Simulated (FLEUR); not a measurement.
## Co2/Ru2/Co2 (0001) trilayer: which magnetic order is lowest

Does Co2/Ru2/Co2 (0001) trilayer prefer parallel or opposed moments?

Calculated with FLEUR MaX-R8.1; PBE; all-electron FLAPW film, Dirac cores, scalar-relativistic bands.

**1. The starting structure**

The cell holds 6 atoms: 4 Co and 2 Ru. Cell: a = 2.706 Å, b = 2.706 Å, c = 24.132 Å, α = 90.0°, β = 90.0°, γ = 120.0°. Layers at typed spacings, unrelaxed. Vacuum lies along c.

Coordinates:

```cif
data_structure
_symmetry_space_group_name_H-M 'P 1'
_symmetry_Int_Tables_number 1
_cell_length_a 2.7058
_cell_length_b 2.7058
_cell_length_c 24.1316
_cell_angle_alpha 90.000
_cell_angle_beta 90.000
_cell_angle_gamma 120.000
_cell_volume 153.01
loop_
_atom_site_label
_atom_site_type_symbol
_atom_site_fract_x
_atom_site_fract_y
_atom_site_fract_z
_atom_site_occupancy
Co1 Co 0.66667 0.33333 0.29008 1
Co2 Co 0.33333 0.66667 0.37088 1
Ru3 Ru 0.66667 0.33333 0.45564 1
Ru4 Ru 0.33333 0.66667 0.54436 1
Co5 Co 0.66667 0.33333 0.62912 1
Co6 Co 0.33333 0.66667 0.70992 1
```

It is built of layers of Co (space group 194) and Ru (space group 194).

**2. Run 1 (ferro ++++)**

The parallel start is the test of whether parallel moments hold.

inpgen writes inp.xml from crystal.txt; cutoffs, mixing, functional, smearing and local orbitals are then set in the file. The k list default-1 (kpts.xml, not shown) is a Γ-centred 20×20×1 mesh; where the ranks do not divide the number of points, some are split in two of half the weight.

Input file inp.xml:

```
<?xml version="1.0" encoding="UTF-8" standalone="no"?>
<fleurInput fleurInputVersion="0.39">
   <comment>
      Co4Ru2
   </comment>
   <calculationSetup>
      <cutoffs Kmax="3.66" Gmax="11.0" GmaxXC="11.0" numbands="0"/>
      <scfLoop itmax="170" minDistance="0.00001" maxIterBroyd="15" imix="Anderson" alpha="0.03" precondParam="0.0" spinf="2.0" sdNocoIR="T"/>
      <coreElectrons ctail="T" frcor="F" kcrel="0" coretail_lmax="0"/>
      <xcFunctional name="pbe" relativisticCorrections="F"/>
      <magnetism jspins="2"/>
      <soc l_soc="F" theta="0.0" phi="0.0" spav="F"/>
      <expertModes spex="0" secvar="F"/>
      <geometryOptimization l_f="F" forcealpha="1.0" forcemix="BFGS" epsdisp="0.00001" epsforce="0.00001"/>
      <ldaU l_linMix="F" mixParam="0.05" spinf="1.0"/>
   </calculationSetup>
   <cell>
      <bzIntegration valenceElectrons="96.0" mode="hist" fermiSmearingEnergy="0.00183747">
         <kPointListSelection listName="default-1"/>
         <xi:include xmlns:xi="http://www.w3.org/2001/XInclude" href="kpts.xml"> </xi:include>
      </bzIntegration>
      <xi:include xmlns:xi="http://www.w3.org/2001/XInclude" href="sym.xml"> </xi:include>
      <filmLattice scale="1.0" dVac="24.43" dTilda="26.93">
         <bravaisMatrixFilm>
            <row-1>    5.1132214524806576    -0.0000001170874307</row-1>
            <row-2>   -2.5566106248470737     4.4281797315674236</row-2>
         </bravaisMatrixFilm>
         <vacuumEnergyParameters vacuum="1" spinUp="-.25" spinDown="-.25"/>
      </filmLattice>
   </cell>
   <atomSpecies>
      <species name="Cobalt (Co2.000" element="Co" atomicNumber="27">
         <mtSphere radius="2.24" gridPoints="741" logIncrement="0.016"/>
         <atomicCutoffs lmax="8" lnonsphr="6"/>
         <electronConfig flipSpins="F">
            <coreConfig>(1s1/2) (2s1/2) (2p1/2) (2p3/2)</coreConfig>
            <valenceConfig>(3s1/2) (3p1/2) (3p3/2) (4s1/2) (3d3/2) (3d5/2)</valenceConfig>
            <stateOccupation state="(3d3/2)" spinUp="1.5" spinDown="1.3"/>
            <stateOccupation state="(3d5/2)" spinUp="3.0" spinDown="1.2"/>
         </electronConfig>
         <energyParameters s="4" p="4" d="3" f="4"/>
         <lo type="SCLO" l="0" n="3" eDeriv="0"/>
         <lo type="SCLO" l="1" n="3" eDeriv="0"/>
      </species>
      <species name="Ruthenium (Ru)" element="Ru" atomicNumber="44">
         <mtSphere radius="2.38" gridPoints="787" logIncrement="0.016"/>
         <atomicCutoffs lmax="8" lnonsphr="6"/>
         <electronConfig flipSpins="F">
            <coreConfig>(1s1/2) (2s1/2) (2p1/2) (2p3/2) (3s1/2) (3p1/2) (3p3/2) (4s1/2) (3d3/2) (3d5/2)</coreConfig>
            <valenceConfig>(4p1/2) (4p3/2) (5s1/2) (4d3/2) (4d5/2)</valenceConfig>
            <stateOccupation state="(5s1/2)" spinUp="0.500000" spinDown="0.500000"/>
            <stateOccupation state="(4d3/2)" spinUp="1.400000" spinDown="1.400000"/>
            <stateOccupation state="(4d5/2)" spinUp="2.100000" spinDown="2.100000"/>
         </electronConfig>
         <energyParameters s="5" p="5" d="4" f="4"/>
         <lo type="SCLO" l="1" n="4" eDeriv="0"/>
      </species>
   </atomSpecies>
   <atomGroups>
      <atomGroup species="Cobalt (Co2.000">
         <filmPos label="                   1">-1.000/3.000 1.000/3.000 -9.5729783786</filmPos>
         <filmPos label="                   6">1.000/3.000 -1.000/3.000 9.5729783786</filmPos>
         <force calculate="T" relaxXYZ="TTT"/>
      </atomGroup>
      <atomGroup species="Cobalt (Co2.000">
         <filmPos label="                   2">1.000/3.000 -1.000/3.000 -5.8880082759</filmPos>
         <filmPos label="                   5">-1.000/3.000 1.000/3.000 5.8880082759</filmPos>
         <force calculate="T" relaxXYZ="TTT"/>
      </atomGroup>
      <atomGroup species="Ruthenium (Ru)">
         <filmPos label="                   3">-1.000/3.000 1.000/3.000 -2.0227730128</filmPos>
         <filmPos label="                   4">1.000/3.000 -1.000/3.000 2.0227730128</filmPos>
         <force calculate="T" relaxXYZ="TTT"/>
      </atomGroup>
   </atomGroups>
   <output dos="F" band="F" slice="F">
      <bandDOS minEnergy="-.5*Htr" maxEnergy="0.5*Htr" sigma="0.015" storeEVData="T"/>
      <plotting iplot="0" polar="F">
         <plot TwoD="T" vec1="  1.0  0.0  0.0" vec2="  0.0  1.0  0.0" vec3="  0.0  0.0  1.0" zero="  0.0  0.0 -0.5" file="plot"/>
      </plotting>
      <moessbauerParams electricFieldGradient="F" isomerShift="F" coreHyperfine="F" valenceHyperfine="F"/>
   </output>
</fleurInput>
```

Input file crystal.txt:

```
Co4Ru2
&input film=T cartesian=F /
2.70580026699  -0.00000006196  0.00000000000
-1.35290007984  2.34329179976  0.00000000000
0.00000000000  0.00000000000  1.00000000000
1.8897261246
1.0 1.0 1.0

6
27 0.66666666667  0.33333333333  -9.57297837856 : 2.000
27 0.33333333333  0.66666666667  -5.88800827587 : 2.000
44 0.66666666667  0.33333333333  -2.02277301279
44 0.33333333333  0.66666666667  2.02277301279
27 0.66666666667  0.33333333333  5.88800827587 : 2.000
27 0.33333333333  0.66666666667  9.57297837856 : 2.000

&kpt div1=20 div2=20 div3=1 gamma=T /
```

Command:

```
$ OMP_NUM_THREADS=1 inpgen -f crystal.txt > inpgen.log  # inp.xml is then edited as shown
$ OMP_NUM_THREADS=1 mpirun -n 4 fleur_MPI > fleur.log
```

Output:

```text
Welcome to FLEUR        (www.flapw.de)
      MaX-Release 8.1          (www.max-centre.eu)

 ========== k-point set info ==========
 Selected k-point list: default-1
 k-point list type: mesh
 20 x 20 x 1
 Number of k points: 44

 ------------Calculation Setup---------------------------
 Number of MPI-tasks      :            4
 Number of PE/node        :            4
 Number of OMP-threads    :            1
 k-points in parallel     :            4
 pe's per k-point         :            1
 No of k-point loops      :           11
 Eigenvalue solver        :       lapack
 Number of basis functions:          561
 Approximate size of matrices (H+S) per k-point:         0.005 GB
 --------------------------------------------------------
 Iteration:     1   Distance:      35.21679150 me/bohr^3
 Iteration:     2   Distance:      16.08923561 me/bohr^3
 Iteration:     3   Distance:      14.96373558 me/bohr^3
 Iteration:     4   Distance:      12.43310426 me/bohr^3
 Iteration:     5   Distance:       8.60287939 me/bohr^3
 Iteration:     6   Distance:       8.26331623 me/bohr^3
 Iteration:     7   Distance:       9.24038908 me/bohr^3
 Iteration:     8   Distance:       4.02144790 me/bohr^3
 Iteration:     9   Distance:       3.79967356 me/bohr^3
 Iteration:    10   Distance:       2.81424546 me/bohr^3
[... 21 iterations left out ...]
 Iteration:    32   Distance:       0.00320044 me/bohr^3
 Iteration:    33   Distance:       0.00251660 me/bohr^3
 Iteration:    34   Distance:       0.00080139 me/bohr^3
 Iteration:    35   Distance:       0.00071008 me/bohr^3
 Iteration:    36   Distance:       0.00030243 me/bohr^3
 Iteration:    37   Distance:       0.00015582 me/bohr^3
 Iteration:    38   Distance:       0.00011161 me/bohr^3
 Iteration:    39   Distance:       0.00013256 me/bohr^3
 Iteration:    40   Distance:       0.00005123 me/bohr^3
 Iteration:    41   Distance:       0.00000599 me/bohr^3

 ********************************************************************
 Run finished successfully
 Stop message:
   all done
 ********************************************************************

--- out.xml (last complete iteration) ---
<iteration numberForCurrentRun="   41" overallNumber="   41">
         [... left out ...]
         <bandgap value="0.0034042219" units="eV"/>
         <sumValenceSingleParticleEnergies value="-118.8671905936" units="Htr"/>
         <FermiEnergy value="-0.1661882329" units="Htr"/>
         <valenceDensity>
            <mtCharges spin="1">
               <mtCharge atomType="1" total="8.7695007" s="1.1758694" p="3.0960644" d="4.4906269" f="0.0053332"/>
               <mtCharge atomType="2" total="8.7039550" s="1.1836840" p="3.1503741" d="4.3570919" f="0.0099005"/>
               <mtCharge atomType="3" total="6.1317581" s="0.1669865" p="3.1298841" d="2.8030536" f="0.0250092"/>
            </mtCharges>
            <mtCharges spin="2">
               <mtCharge atomType="1" total="6.8705549" s="1.1783372" p="3.1207893" d="2.5646174" f="0.0053797"/>
               <mtCharge atomType="2" total="7.0854968" s="1.1841850" p="3.1738848" d="2.7139837" f="0.0105996"/>
               <mtCharge atomType="3" total="6.2151205" s="0.1711745" p="3.1390819" d="2.8731314" f="0.0251279"/>
            </mtCharges>
            <spinDependentCharge spin="1" total="51.2869874" interstitial="3.9708288" mtSpheres="47.2104275" vacuum1="0.0528656"/>
            <spinDependentCharge spin="2" total="44.7130128" interstitial="4.2694637" mtSpheres="40.3423445" vacuum1="0.0506023"/>
            <totalCharge value="96.0000002342"/>
         </valenceDensity>
         [... left out ...]
         <allElectronCharges>
            <spinDependentCharge spin="1" total="101.2869874" interstitial="3.9753746" mtSpheres="97.2058816" vacuum1="0.0528656"/>
            <spinDependentCharge spin="2" total="94.7130128" interstitial="4.2740175" mtSpheres="90.3377906" vacuum1="0.0506023"/>
            <totalCharge value="196.0000001994"/>
         </allElectronCharges>
         <magneticMomentsInMTSpheres units="muBohr">
            <globalMagMoment atomType="1" vec="0.00000   0.00000   1.89895"/>
            <localMagMoment atomType="1" vec="0.00000   0.00000   1.89895"/>
            <globalMagMoment atomType="2" vec="0.00000   0.00000   1.61846"/>
            <localMagMoment atomType="2" vec="0.00000   0.00000   1.61846"/>
            <globalMagMoment atomType="3" vec="0.00000   0.00000  -0.08336"/>
            <localMagMoment atomType="3" vec="0.00000   0.00000  -0.08336"/>
         </magneticMomentsInMTSpheres>
         <moessbauerParams unitsHFF="kG" unitsIS="e/bohr^3" unitsEFG="Htr/bohr^2">
         </moessbauerParams>
         <totalEnergy value="   -14637.5250725419" units="Htr">
            <sumOfEigenvalues value="    -8715.7738458350">
               <coreElectrons value="-8596.9066552415"/>
               <valenceElectrons value="-118.8671905936"/>
            </sumOfEigenvalues>
            <densityCoulombPotentialIntegral value="-23143.5975140914"/>
            <densityEffectivePotentialIntegral value="-23802.4737968635"/>
            <chargeDenXCDenIntegral value="-506.2825534188"/>
            <FockExchangeEnergyValence value="0.0000000000"/>
            <FockExchangeEnergyCore value="0.0000000000"/>
            <atomTypeDependentContributions atomType="1">
               <electronNucleiInteractionDifferentMTs value="3331.4299629822"/>
               <MadelungTerm value="-11.5458956486"/>
            </atomTypeDependentContributions>
            <atomTypeDependentContributions atomType="2">
               <electronNucleiInteractionDifferentMTs value="3333.3026859348"/>
               <MadelungTerm value="-9.5399924019"/>
            </atomTypeDependentContributions>
            <atomTypeDependentContributions atomType="3">
               <electronNucleiInteractionDifferentMTs value="10939.9146303888"/>
               <MadelungTerm value="-20.4105457495"/>
            </atomTypeDependentContributions>
            <tkbTimesEntropy value="0.0021891613"/>
            <freeEnergy value="-14637.5272617032"/>
            <extrapolationTo0K value="-14637.5261671225"/>
         </totalEnergy>
         <densityConvergence units="me/bohr^3">
            <chargeDensity spin="1" distance="0.0000027327"/>
            <chargeDensity spin="2" distance="0.0000040848"/>
            <overallChargeDensity distance="0.0000059855"/>
            <spinDensity distance="0.0000035327"/>
         </densityConvergence>
      </iteration>
```

Elapsed: 2.4 min, on 4 MPI ranks of Arm Neoverse V2, shared host; peak memory 0.34 GiB; 9.5 min of CPU time.

Spin moment in the muffin-tin sphere by atom:

```csv
atom,spin moment in the muffin-tin sphere (μB)
Co1,1.90
Co2,1.62
Ru3,-0.08
Ru4,-0.08
Co5,1.62
Co6,1.90
```

This step gave:

| Property | Result |
| --- | --- |
| free energy | -398307.4080 eV |
| program's band gap on this mesh (in a metal only a level spacing) | 0.003404 eV |
| magnetization | 6.574 μB |
| final state | ferromagnetic, with opposed induced moments |

After 41 cycles the largest moment stands at 1.90 μB.

(Continued in part 2 of 2.)

[Logs and program files are shortened in this print: banners, set-up blocks, solver, clock and traceback lines can be left out without a mark of their own.]

[Logs are printed without paths, hosts, clocks, repeated set-up lines and the standing remarks that a program may print on its own settings, such as how far it seeks lower states.]

[Hosts, paths, dates, database ids (printed as entryN), source tags and the programs' standing remarks are cut or masked in the printed files.]

[Where a cell is said to come from a database of computed structures, the database is the Materials Project.]
